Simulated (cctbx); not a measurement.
# Symmetry from intensities

Cell: a = 5.9210 Å, b = 7.9850 Å, c = 5.5510 Å, α = 90.00°, β = 90.00°, γ = 90.00°. Expected content of the cell: Pr4 Mo4 O12.

Simulated single-crystal data (cctbx): Mo Kα, λ = 0.71073 Å, to d = 0.77 Å, 80 % of the full sphere, strongest reflection 70000 counts, noise from counting, a 3 % proportional error and a noise floor of 15 counts (s.d.); no absorption.

A first pass over the reflections prints:

```text
1904 reflections to d = 0.771 A
centring   violations  <I/sigma> of those
    A        738 of   967     17.6
    B        669 of   954     12.8
    C        745 of   951     17.3
    I        759 of   954     18.7
    R       1020 of  1277     18.1
    F       1076 of  1436     15.9
Laue class    unique    Rint  (classes that these axes allow; Friedel mates merged)
P -1             1145   0.021
P 1 2/m 1         647   0.024
P 1 1 2/m         664   0.023
P 2/m 1 1         655   0.024
P m m m           389   0.026
space group    extra absences  I>4sigma  <I/sigma>
P 2 2 2                 0          0         -  acentric
P 2 2 21                7          0      -0.4  acentric
P 21 2 2                6          0       0.5  acentric
P 2 21 2                9          0      -0.0  acentric
P 21 21 2              15          0       0.2  acentric
P 2 21 21              16          0      -0.2  acentric
P 21 2 21              13          0       0.0  acentric
P 21 21 21             22          0       0.0  acentric
P m m 2                 0          0         -  acentric
P 2 m m                 0          0         -  acentric
P m 2 m                 0          0         -  acentric
P 21 m a              105          0       0.0  acentric
P m 2 a               105          0       0.0  acentric
P n m 21               91          0       0.1  acentric
P n 21 m               91          0       0.1  acentric
P n 21 a              196          0       0.0  acentric
P m m m                 0          0         -  centric
P m m a               105          0       0.0  centric
P n m m :1             91          0       0.1  centric
P n m m :2             91          0       0.1  centric
P n m a               196          0       0.0  centric
Wilson B = 1.07 A^2   <|E^2-1|> = 0.945 (0.968 centric, 0.736 acentric)   E^2>4: 3.7 %
shell (A)         n   <I/sigma>
 7.99 - 1.54     62     29.7
 1.54 - 1.22     49     37.1
 1.22 - 1.07     49     33.4
 1.07 - 0.97     45     45.1
 0.97 - 0.90     45     38.4
 0.90 - 0.85     46     33.0
 0.85 - 0.81     41     33.1
 0.81 - 0.77     52     32.0
```

Q: Read the symmetry from these tables.

Every centring test has many violations, so the lattice is primitive.

Rint stays low (0.021 to 0.026) up to P m m m, the highest class in these axes.

21 settings pass the absence test. The most absences obeyed, 196, belong to P n 21 a and P n m a, which absences can't tell apart.

⟨|E²−1|⟩ = 0.945 leans to a centrosymmetric structure. The Wilson B of 1.07 Å² means U ≈ 0.0136 Å².

The true group is Pnma (no. 62), Laue class mmm, centrosymmetric. The tables only narrow the choice to the tied entries; cell content, site symmetry and trial solutions must settle it.

This is a model crystal, built by substitution and not relaxed, with assumed displacement parameters.

[Logs are printed without paths, hosts, clocks, repeated set-up lines and the standing remarks that a program may print on its own settings, such as how far it seeks lower states.]
